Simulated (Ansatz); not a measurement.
# La3InN (Pm-3m): Grüneisen parameters, part 2 of 2

Aim: how the phonons of La3InN (Pm-3m) shift with volume, and the thermal expansion that follows.

Ansatz 0.2.0; DFT PBEsol, scalar-relativistic, plane waves, PAW; PAW set soft_1.

So far, highest frequency on path, mesh or solved points (cm⁻¹): step 2 (the dispersion) 369; step 4 (phonons at the other volume, volume ratio 0.97) 388.

### Step 6. Phonons at the other volume, volume ratio 1.03

The phonons are repeated at this volume on the same meshes, so that differences come from the volume alone.

input.yaml reads:

```yaml
crystal:
  lattice:
    - [5.1149759681, 0.0, 0.0]
    - [0.0, 5.1149759681, 0.0]
    - [0.0, 0.0, 5.1149759681]
  atoms:
    - { symbol: La, position: [0.5, 0.5, 0.0] }
    - { symbol: La, position: [0.0, 0.5, 0.5] }
    - { symbol: La, position: [0.5, 0.0, 0.5] }
    - { symbol: In, position: [0.0, 0.0, 0.0] }
    - { symbol: "N", position: [0.5, 0.5, 0.5] }
kpoints:
  mp_grid: { grid: [8, 8, 8] }
hamiltonian:
  xc: pbesol
  pseudopotentials: { kind: paw, azcp: { folder: soft_1 }, xc_functional: pbe }
scf:
  occupations: { method: methfessel_paxton, width: 0.2 }
output:
  eigenvalues: true
phonons:
  method: dfpt
  qmesh: [2, 2, 2]
  temperatures: { t_max: 1000, t_step: 50 }
  qpath:
    path:
      - [[0.0, 0.0, 0.0], [0.0, 0.5, 0.0], [0.5, 0.5, 0.0], [0.0, 0.0, 0.0], [0.5, 0.5, 0.5], [0.0, 0.5, 0.0]]
      - [[0.5, 0.5, 0.5], [0.5, 0.5, 0.0]]
    npoints: 10
```

Command:

```
ansatz run input.yaml --threads 4 --pin off --max-ram 10240MiB --backend cpu --events-out ev --progress --plain --runs-dir out
```

The program printed:

```text
[...]
Crystal: 5 atoms, lattice volume = 133.823 Å³
Basis set: ecut = 420 eV, 2601 PW (Γ), exchange–correlation on 72×72×72 points (8 copies of the dense FFT grid, shifted against one another)
Bands: 31, of which v1, the nominal top of the filled ones, is band 26 counted from 1 (25 counted from 0)
Symmetry: 48 space group operations
k-points: 35 of 512
[...]
k-point 34: bands = [... 22 lower, 11.6974, 11.6974, 11.6974, 12.2603, 12.2603, 12.2603, 12.8821, 12.8821, ... 1 higher]
[...]
ASR residual: 9.246e-5 → 0.000e0 eV/Å²; symmetrization residual: 2.206e-6 eV/Å²
  ASR residual per site (eV/Å²): 2.33e-5 2.33e-5 2.33e-5 1.00e-5 9.25e-5
[...]
--- Phonons (arbitrary-q DFPT): 4 irreducible q on the 2×2×2 mesh ---
[...]
interpolated dispersion: 62 rows × 15 modes
[...]
[key lines of the parts left out:]
SCF converged after 12 iterations
Free energy (F): -24392.948242 eV
Fermi energy:    11.383383 eV
```

Run time: 4.5 min. Hardware: 4 threads of INTEL XEON PLATINUM 8581C at 2.10GHz (Emerald Rapids), shared host; peak memory 1.9 GiB.

This step gave:

| Quantity | Value |
| --- | --- |
| sum-rule residual before enforcement | 9.25e-5 eV/Å² |
| highest frequency on path, mesh or solved points | 350.3 cm⁻¹ |
| mean frequency | 129.8 cm⁻¹ |
| Debye temperature (second moment) | 293 K |
| logarithmic mean frequency | 107.3 cm⁻¹ |
| highest optical mode at the zone centre (no LO-TO term) | 298.7 cm⁻¹ |
| lowest optical zone-centre mode | 79.96 cm⁻¹ |
| lowest mode on the q mesh (acoustic modes at Γ apart) | 39.01 cm⁻¹ |
| zero-point energy per atom | 24.15 meV |
| heat capacity at 300 K | 23.84 J/(mol atoms K) |
| vibrational entropy at 300 K | 42.08 J/(mol atoms K) |
| edges of the widest gap between branches, on path and mesh | 180.3, 232 cm⁻¹ |

The highest optical mode at the zone centre (no LO-TO term) is 298.7 cm⁻¹, -16.7 cm⁻¹ against the base run.

### Step 7. Grüneisen parameters

The Grüneisen parameter of a mode is minus the logarithmic change of its frequency with volume, −d ln ω / d ln V; weighted by heat capacity it gives the expansion.

This step gave:

* bulk modulus: 72.3 GPa

The phonon branches at the labelled points (cm⁻¹):

```csv
point,branch 1,branch 2,branch 3,branch 4,branch 12,branch 13,branch 14,branch 15
Γ,0,0,0,79,136,315,315,315
halfway,35,35,60,76,132,296,296,343
X,63,63,65,65,123,275,275,369
halfway,55,69,70,72,144,263,316,361
M,44,73,73,82,154,251,354,354
halfway,47,49,71,78,140,280,330,330
Γ,0,0,0,79,136,315,315,315
halfway,52,52,62,81,153,319,319,319
R,38,38,38,82,188,344,344,344
halfway,53,57,60,79,162,308,308,355
X,63,63,65,65,123,275,275,369
jump to R,38,38,38,82,188,344,344,344
halfway,41,55,55,82,174,300,349,349
M,44,73,73,82,154,251,354,354
```

The same for volume x 0.97:

```csv
point,branch 1,branch 2,branch 3,branch 4,branch 12,branch 13,branch 14,branch 15
Γ,0,0,0,78,140,333,333,333
X,64,64,65,65,129,293,293,388
M,44,73,73,83,161,270,373,373
Γ,0,0,0,78,140,333,333,333
R,38,38,38,82,196,364,364,364
X,64,64,65,65,129,293,293,388
R,38,38,38,82,196,364,364,364
M,44,73,73,83,161,270,373,373
```

The same for volume x 1.03:

```csv
point,branch 1,branch 2,branch 3,branch 4,branch 12,branch 13,branch 14,branch 15
Γ,0,0,0,80,132,299,299,299
X,62,62,65,65,121,257,257,350
M,43,73,73,80,147,232,334,334
Γ,0,0,0,80,132,299,299,299
R,39,39,39,80,180,324,324,324
X,62,62,65,65,121,257,257,350
R,39,39,39,80,180,324,324,324
M,43,73,73,80,147,232,334,334
```

Mode Grueneisen parameter -dln(w)/dln(V), modes matched by rank; at Γ the acoustic branches take the value of a neighbouring point of the path. Mode grüneisen parameters along the path, in :

```csv
point,branch 1,branch 2,branch 3,branch 4,branch 12,branch 13,branch 14,branch 15
Γ,0.23,0.23,1.69,-0.44,1.09,1.80,1.80,1.80
halfway,0.14,0.14,1.52,-0.07,0.92,1.95,1.95,1.74
X,0.53,0.53,0.00,0.00,1.11,2.17,2.17,1.70
halfway,0.09,1.04,0.50,0.40,1.40,2.33,1.94,1.76
M,0.31,0.09,0.09,0.51,1.56,2.53,1.82,1.82
halfway,1.15,0.34,0.09,0.87,1.18,2.11,1.83,1.84
Γ,0.33,1.62,1.42,-0.44,1.09,1.80,1.80,1.80
halfway,0.93,0.93,-0.05,0.35,1.14,1.91,1.91,1.92
R,-0.56,-0.56,-0.56,0.47,1.37,1.93,1.93,1.93
halfway,0.06,0.21,0.78,0.51,1.27,2.01,2.02,1.82
X,0.53,0.53,0.00,0.00,1.11,2.17,2.17,1.70
jump to R,-0.56,-0.56,-0.56,0.47,1.37,1.93,1.93,1.93
halfway,-0.08,0.12,0.12,0.53,1.36,2.11,1.87,1.87
M,0.31,0.09,0.09,0.51,1.56,2.53,1.82,1.82
```

(dS/dlnV)/C_V. Table of thermodynamic Grueneisen parameter by temperature:

```csv
temperature (K),thermodynamic Grueneisen parameter
50,0.88
100,1.00
150,1.07
200,1.10
250,1.12
300,1.13
350,1.14
400,1.15
450,1.15
500,1.15
550,1.15
600,1.15
650,1.16
700,1.16
750,1.16
800,1.16
850,1.16
900,1.16
950,1.16
1000,1.16
```

Gamma C_V/(B V) at the static volume. The volume expansion by temperature:

```csv
temperature (K),volume expansion (1e-6/K)
50,9.22
100,16.3
150,19.9
200,21.9
250,23.1
300,23.8
350,24.2
400,24.5
450,24.8
500,24.9
550,25.0
600,25.1
650,25.2
700,25.2
750,25.3
800,25.3
850,25.4
900,25.4
950,25.4
1000,25.4
```

### Step 8. Outcome

```
bulk modulus                               : 72.3 GPa
thermodynamic Grüneisen parameter at 300 K : 1.134
volume expansion at 300 K, estimated       : 23.78 × 10⁻⁶ K⁻¹
```

**Reading.** By this estimate the volume grows by 23.8 × 10⁻⁶ per kelvin at 300 K. The highest optical mode at Γ goes from 333 to 299 cm⁻¹ as the cell grows, a Grüneisen parameter of 1.80. Mode parameters on the path run from -0.56 to 2.7, with a median of 1.2. Modes with negative values stiffen as the cell grows and pull against the expansion. Branches are matched by rank, so values near crossings are rough. The expansion is the Grüneisen estimate at the static volume, with the static bulk modulus. With no gap, or one that is small against the smearing, the frequencies hang on the k mesh and the smearing, most of all near Kohn anomalies. The phonon runs are without spin polarisation, although the cell has an odd electron count. Spin-orbit coupling is left out, which can matter for the heavy elements here. The PAW files were made for PBE and serve the other functionals too. A phonon run warned that its eigensolver left some bands unconverged in a pass.

[Long decimals in the printed logs are rounded to 6 places.]

[Logs are printed without paths, hosts, clocks, repeated set-up lines and the standing remarks that a program may print on its own settings, such as how far it seeks lower states.]

[Hosts, paths, dates, database ids (printed as entryN), source tags and the programs' standing remarks are cut or masked in the printed files.]

[Where the starting crystal was built by hand or by swapping elements, it need not be the compound's stable phase.]
